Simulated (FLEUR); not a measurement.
# FeClO: which magnetic order is lowest, part 2 of 2

Wanted: the moments of FeClO and the energy of each order that was tried.

FLEUR MaX-R8.1; PBEsol with U = 5.4 eV, J = 0.9 eV on Fe d; all-electron FLAPW, Dirac cores, scalar-relativistic bands.

So far. Step 2 (Order 1, typed as ferro ++): After 23 cycles the largest moment stands at 4.25 μB.

## 3. Order 2, typed as antiferro +-

Another pattern of signs weighs the neighbour shells otherwise.

Input file inp.xml:

```
<?xml version="1.0" encoding="UTF-8" standalone="no"?>
<fleurInput fleurInputVersion="0.39">
   <comment>
      FeClO
   </comment>
   <calculationSetup>
      <cutoffs Kmax="4.4" Gmax="13.2" GmaxXC="13.2" numbands="0"/>
      <scfLoop itmax="130" minDistance="0.0001" maxIterBroyd="15" imix="Anderson" alpha="0.05" precondParam="0.0" spinf="2.0" sdNocoIR="T"/>
      <coreElectrons ctail="T" frcor="F" kcrel="0" coretail_lmax="0"/>
      <xcFunctional name="PBEs" relativisticCorrections="F"/>
      <magnetism jspins="2"/>
      <soc l_soc="F" theta="0.0" phi="0.0" spav="F"/>
      <expertModes spex="0" secvar="F"/>
      <geometryOptimization l_f="F" forcealpha="1.0" forcemix="BFGS" epsdisp="0.00001" epsforce="0.00001"/>
      <ldaU l_linMix="F" mixParam="0.05" spinf="1.0"/>
   </calculationSetup>
   <cell>
      <bzIntegration valenceElectrons="58.0" mode="hist" fermiSmearingEnergy="0.00293995">
         <kPointListSelection listName="default-1"/>
         <xi:include xmlns:xi="http://www.w3.org/2001/XInclude" href="kpts.xml"> </xi:include>
      </bzIntegration>
      <xi:include xmlns:xi="http://www.w3.org/2001/XInclude" href="sym.xml"> </xi:include>
      <bulkLattice scale="1.0">
         <bravaisMatrix>
            <row-1>    6.2398756634292001     0.0000000000000000     0.0000000000000000</row-1>
            <row-2>    0.0000000000000000     7.1431647509879994     0.0000000000000000</row-2>
            <row-3>    0.0000000000000000     0.0000000000000000    14.9609617284581979</row-3>
         </bravaisMatrix>
      </bulkLattice>
   </cell>
   <atomSpecies>
      <species name="Iron (Fe) 4.001" element="Fe" atomicNumber="26">
         <mtSphere radius="2.31" gridPoints="763" logIncrement="0.016"/>
         <atomicCutoffs lmax="8" lnonsphr="6"/>
         <electronConfig flipSpins="F">
            <coreConfig>(1s1/2) (2s1/2) (2p1/2) (2p3/2)</coreConfig>
            <valenceConfig>(3s1/2) (3p1/2) (3p3/2) (4s1/2) (3d3/2) (3d5/2)</valenceConfig>
            <stateOccupation state="(3d3/2)" spinUp="2.0" spinDown="0.4"/>
            <stateOccupation state="(3d5/2)" spinUp="3.0" spinDown="0.6"/>
         </electronConfig>
         <energyParameters s="4" p="4" d="3" f="4"/>
         <ldaU l="2" U="5.4" J="0.9" l_amf="F"/>
         <lo type="SCLO" l="0" n="3" eDeriv="0"/>
         <lo type="SCLO" l="1" n="3" eDeriv="0"/>
      </species>
      <species name="Iron (Fe) -4.001" element="Fe" atomicNumber="26">
         <mtSphere radius="2.31" gridPoints="763" logIncrement="0.016"/>
         <atomicCutoffs lmax="8" lnonsphr="6"/>
         <electronConfig flipSpins="F">
            <coreConfig>(1s1/2) (2s1/2) (2p1/2) (2p3/2)</coreConfig>
            <valenceConfig>(3s1/2) (3p1/2) (3p3/2) (4s1/2) (3d3/2) (3d5/2)</valenceConfig>
            <stateOccupation state="(3d3/2)" spinUp="0.4" spinDown="2.0"/>
            <stateOccupation state="(3d5/2)" spinUp="0.6" spinDown="3.0"/>
         </electronConfig>
         <energyParameters s="4" p="4" d="3" f="4"/>
         <ldaU l="2" U="5.4" J="0.9" l_amf="F"/>
         <lo type="SCLO" l="0" n="3" eDeriv="0"/>
         <lo type="SCLO" l="1" n="3" eDeriv="0"/>
      </species>
      <species name="Chlorine (Cl)" element="Cl" atomicNumber="17">
         <mtSphere radius="2.05" gridPoints="677" logIncrement="0.017"/>
         <atomicCutoffs lmax="8" lnonsphr="6"/>
         <electronConfig flipSpins="F">
            <coreConfig>(1s1/2) (2s1/2) (2p1/2) (2p3/2)</coreConfig>
            <valenceConfig>(3s1/2) (3p1/2) (3p3/2)</valenceConfig>
            <stateOccupation state="(3p1/2)" spinUp="0.833333" spinDown="0.833333"/>
            <stateOccupation state="(3p3/2)" spinUp="1.666667" spinDown="1.666667"/>
         </electronConfig>
         <energyParameters s="3" p="3" d="3" f="4"/>
      </species>
      <species name="Oxygen (O)" element="O" atomicNumber="8">
         <mtSphere radius="1.31" gridPoints="433" logIncrement="0.024"/>
         <atomicCutoffs lmax="6" lnonsphr="4"/>
         <electronConfig flipSpins="F">
            <coreConfig>(1s1/2)</coreConfig>
            <valenceConfig>(2s1/2) (2p1/2) (2p3/2)</valenceConfig>
            <stateOccupation state="(2p1/2)" spinUp="0.666667" spinDown="0.666667"/>
            <stateOccupation state="(2p3/2)" spinUp="1.333333" spinDown="1.333333"/>
         </electronConfig>
         <energyParameters s="2" p="2" d="3" f="4"/>
      </species>
   </atomSpecies>
   <atomGroups>
      <atomGroup species="Iron (Fe) 4.001">
         <relPos label="                   1">1.000/2.000 .0000000000 .1156800000</relPos>
         <force calculate="T" relaxXYZ="TTT"/>
      </atomGroup>
      <atomGroup species="Iron (Fe) -4.001">
         <relPos label="                   2">.0000000000 1.000/2.000 -.1156800000</relPos>
         <force calculate="T" relaxXYZ="TTT"/>
      </atomGroup>
      <atomGroup species="Chlorine (Cl)">
         <relPos label="                   3">.0000000000 .0000000000 .3300300000</relPos>
         <force calculate="T" relaxXYZ="TTT"/>
      </atomGroup>
      <atomGroup species="Chlorine (Cl)">
         <relPos label="                   4">1.000/2.000 1.000/2.000 -.3300300000</relPos>
         <force calculate="T" relaxXYZ="TTT"/>
      </atomGroup>
      <atomGroup species="Oxygen (O)">
         <relPos label="                   5">.0000000000 .0000000000 -.0483200000</relPos>
         <force calculate="T" relaxXYZ="TTT"/>
      </atomGroup>
      <atomGroup species="Oxygen (O)">
         <relPos label="                   6">1.000/2.000 1.000/2.000 .0483200000</relPos>
         <force calculate="T" relaxXYZ="TTT"/>
      </atomGroup>
   </atomGroups>
   <output dos="F" band="F" slice="F">
      <bandDOS minEnergy="-.5*Htr" maxEnergy="0.5*Htr" sigma="0.015" storeEVData="T"/>
      <plotting iplot="0" polar="F">
         <plot TwoD="T" vec1="  1.0  0.0  0.0" vec2="  0.0  1.0  0.0" vec3="  0.0  0.0  1.0" zero="  0.0  0.0  0.0" file="plot"/>
      </plotting>
      <moessbauerParams electricFieldGradient="F" isomerShift="F" coreHyperfine="F" valenceHyperfine="F"/>
   </output>
</fleurInput>
```

Input file crystal.txt:

```
FeClO
&input film=F cartesian=F /
3.30200000000  0.00000000000  0.00000000000
0.00000000000  3.78000000000  0.00000000000
0.00000000000  0.00000000000  7.91700000000
1.8897261246
1.0 1.0 1.0

6
26 0.50000000000  0.00000000000  0.11568000000 : 4.001
26 0.00000000000  0.50000000000  0.88432000000 : -4.001
17 0.00000000000  0.00000000000  0.33003000000
17 0.50000000000  0.50000000000  0.66997000000
8 0.00000000000  0.00000000000  0.95168000000
8 0.50000000000  0.50000000000  0.04832000000

&kpt div1=6 div2=6 div3=6 gamma=T /
```

The run is started by

```console
$ OMP_NUM_THREADS=1 inpgen -f crystal.txt > inpgen.log  # inp.xml is then edited as shown
$ OMP_NUM_THREADS=1 mpirun -n 4 fleur_MPI > fleur.log
```

Output:

```text
[banner, memory and clock lines left out]
Welcome to FLEUR        (www.flapw.de)
      MaX-Release 8.1          (www.max-centre.eu)

 ========== k-point set info ==========
 Selected k-point list: default-1
 k-point list type: mesh
 6 x 6 x 6
 Number of k points: 64

 ------------Calculation Setup---------------------------
 Number of PE/node        :            4
 Number of OMP-threads    :            1
 k-points in parallel     :            4
 pe's per k-point         :            1
 No of k-point loops      :           16
 Eigenvalue solver        :       lapack
 Number of basis functions:         1016
 Approximate size of matrices (H+S) per k-point:         0.031 GB
 no density matrix found ... skipping LDA+U
 Reset of history
 Iteration:     1   Distance:      19.95569941 me/bohr^3
 Iteration:     2   Distance:      18.02230768 me/bohr^3
 Iteration:     3   Distance:      15.05698462 me/bohr^3
 Iteration:     4   Distance:       9.23093506 me/bohr^3
 Iteration:     5   Distance:      10.66532164 me/bohr^3
 Iteration:     6   Distance:       2.59294193 me/bohr^3
 Iteration:     7   Distance:       1.63458552 me/bohr^3
 Iteration:     8   Distance:       1.91744110 me/bohr^3
 Iteration:     9   Distance:       0.67926729 me/bohr^3
 Iteration:    10   Distance:       0.47556284 me/bohr^3
 Iteration:    11   Distance:       0.21412193 me/bohr^3
 Iteration:    12   Distance:       0.20544010 me/bohr^3
 Iteration:    13   Distance:       0.04695571 me/bohr^3
 Iteration:    14   Distance:       0.03410872 me/bohr^3
 Iteration:    15   Distance:       0.01444763 me/bohr^3
 Iteration:    16   Distance:       0.01253120 me/bohr^3
 Iteration:    17   Distance:       0.01008187 me/bohr^3
 Iteration:    18   Distance:       0.00529018 me/bohr^3
 Iteration:    19   Distance:       0.00360350 me/bohr^3
 Iteration:    20   Distance:       0.00143648 me/bohr^3
 Iteration:    21   Distance:       0.00117372 me/bohr^3
 Iteration:    22   Distance:       0.00052456 me/bohr^3
 Iteration:    23   Distance:       0.00011582 me/bohr^3
 Iteration:    24   Distance:       0.00006658 me/bohr^3

 ********************************************************************
 Run finished successfully
 Stop message:
   all done
 ********************************************************************

--- out.xml (last complete iteration) ---
<iteration numberForCurrentRun="   24" overallNumber="   24">
         [... left out ...]
         <bandgap value="1.4547984942" units="eV"/>
         <sumValenceSingleParticleEnergies value="-39.5326104188" units="Htr"/>
         <FermiEnergy value="0.1264692760" units="Htr"/>
         <valenceDensity>
            <mtCharges spin="1">
               <mtCharge atomType="1" total="9.3478103" s="1.1739454" p="3.2114587" d="4.9097038" f="0.0388974"/>
               <mtCharge atomType="2" total="5.1407131" s="1.1493656" p="3.1864126" d="0.7533830" f="0.0374548"/>
               <mtCharge atomType="3" total="2.6999168" s="0.8122605" p="1.8728505" d="0.0125092" f="0.0017271"/>
               <mtCharge atomType="4" total="2.5226800" s="0.8068720" p="1.7041756" d="0.0105183" f="0.0008873"/>
               <mtCharge atomType="5" total="2.0666115" s="0.6460644" p="1.4187042" d="0.0015996" f="0.0002150"/>
               <mtCharge atomType="6" total="2.0735124" s="0.6485910" p="1.4223667" d="0.0022361" f="0.0002720"/>
            </mtCharges>
            <mtCharges spin="2">
               <mtCharge atomType="1" total="5.1407138" s="1.1493659" p="3.1864129" d="0.7533832" f="0.0374548"/>
               <mtCharge atomType="2" total="9.3478109" s="1.1739456" p="3.2114589" d="4.9097041" f="0.0388974"/>
               <mtCharge atomType="3" total="2.5226805" s="0.8068723" p="1.7041759" d="0.0105183" f="0.0008873"/>
               <mtCharge atomType="4" total="2.6999160" s="0.8122603" p="1.8728499" d="0.0125092" f="0.0017271"/>
               <mtCharge atomType="5" total="2.0735114" s="0.6485908" p="1.4223658" d="0.0022361" f="0.0002720"/>
               <mtCharge atomType="6" total="2.0666104" s="0.6460644" p="1.4187030" d="0.0015996" f="0.0002150"/>
            </mtCharges>
            <spinDependentCharge spin="1" total="29.0000000" interstitial="5.1487559" mtSpheres="23.8512441"/>
            <spinDependentCharge spin="2" total="29.0000000" interstitial="5.1487570" mtSpheres="23.8512430"/>
            <totalCharge value="58.0000000000"/>
         </valenceDensity>
         [... left out ...]
         <magneticMomentsInMTSpheres units="muBohr">
            <globalMagMoment atomType="1" vec="0.00000   0.00000   4.20710"/>
            <localMagMoment atomType="1" vec="0.00000   0.00000   4.20710"/>
            <globalMagMoment atomType="2" vec="0.00000   0.00000  -4.20710"/>
            <localMagMoment atomType="2" vec="0.00000   0.00000  -4.20710"/>
            <globalMagMoment atomType="3" vec="0.00000   0.00000   0.17724"/>
            <localMagMoment atomType="3" vec="0.00000   0.00000   0.17724"/>
            <globalMagMoment atomType="4" vec="0.00000   0.00000  -0.17724"/>
            <localMagMoment atomType="4" vec="0.00000   0.00000  -0.17724"/>
            <globalMagMoment atomType="5" vec="0.00000   0.00000  -0.00690"/>
            <localMagMoment atomType="5" vec="0.00000   0.00000  -0.00690"/>
            <globalMagMoment atomType="6" vec="0.00000   0.00000   0.00690"/>
            <localMagMoment atomType="6" vec="0.00000   0.00000   0.00690"/>
         </magneticMomentsInMTSpheres>
         [... left out ...]
         <totalEnergy value="    -3614.8340020804" units="Htr">
            <sumOfEigenvalues value="    -2079.6645097084">
               <coreElectrons value="-2040.1318992896"/>
               <valenceElectrons value="-39.5326104188"/>
            </sumOfEigenvalues>
            <densityCoulombPotentialIntegral value="-5495.7716275213"/>
            <densityEffectivePotentialIntegral value="-5732.5200235051"/>
            <chargeDenXCDenIntegral value="-181.0300766494"/>
            <FockExchangeEnergyValence value="0.0000000000"/>
            <FockExchangeEnergyCore value="0.0000000000"/>
         [... left out ...]
            <dftUCorrection value="-0.8250646376"/>
            <tkbTimesEntropy value="0.0000000000"/>
            <freeEnergy value="-3614.8340020804"/>
            <extrapolationTo0K value="-3614.8340020804"/>
         </totalEnergy>
         [... left out ...]
         <ldaUDensityMatrixConvergence>
            <distance spin="1" distance="0.000005"/>
            <distance spin="2" distance="0.000003"/>
         </ldaUDensityMatrixConvergence>
         <densityConvergence units="me/bohr^3">
            <chargeDensity spin="1" distance="0.0000540914"/>
            <chargeDensity spin="2" distance="0.0000359261"/>
            <overallChargeDensity distance="0.0000665756"/>
            <spinDensity distance="0.0000632519"/>
         </densityConvergence>
      </iteration>
```

It took 6.5 min on 4 MPI ranks of Intel Xeon 6975P-C (Granite Rapids), shared host; peak memory 0.66 GiB; 26 min of CPU time.

Spin moment in the muffin-tin sphere by atom:

```tsv
atom	spin moment in the muffin-tin sphere (μB)
Fe1	4.21
Fe2	-4.21
Cl3	0.18
Cl4	-0.18
O5	-0.01
O6	0.01
```

Numbers from this step:

| Property | Result |
| --- | --- |
| free energy | -98364.6442 eV |
| program's band gap on this mesh (in a metal only a level spacing) | 1.455 eV |
| magnetization | 0 μB |
| final state | antiferromagnetic |

It lies 46.7 meV a seeded atom under the first start, and its largest moment is 4.21 μB against 4.25 μB.

## 4. The states side by side

Free energies are divided by the number of seeded atoms.

Orders:

```tsv
start	final state	typed order kept	energy over the lowest (meV a seeded atom)	largest sphere moment (μB)	net moment (μB a primitive cell)	mesh matched	CPU time (s)
ferro ++	ferromagnetic	yes	46.67	4.251	10	yes	685.2
antiferro +-	antiferromagnetic	yes	0	4.207	0	yes	1569
```

## 5. What came out

* lowest state found: antiferromagnetic (typed antiferro +-)
* largest site spin moment: 4.21 μB
* next finished state: ferromagnetic, 46.7 meV a seeded atom higher

**Reading.** The lowest state found is antiferromagnetic, reached from the start antiferro +-, with moments up to 4.21 μB. The next finished state costs 47 meV a seeded atom. This is the lowest of 2 finished starts, no proof of the ground state.

[Logs and program files are shortened in this print: banners, set-up blocks, solver, clock and traceback lines can be left out without a mark of their own.]

[Logs are printed without paths, hosts, clocks, repeated set-up lines and the standing remarks that a program may print on its own settings, such as how far it seeks lower states.]

[Hosts, paths, dates, database ids (printed as entryN), source tags and the programs' standing remarks are cut or masked in the printed files.]

[Where a cell is said to come from a database of computed structures, the database is the Materials Project.]
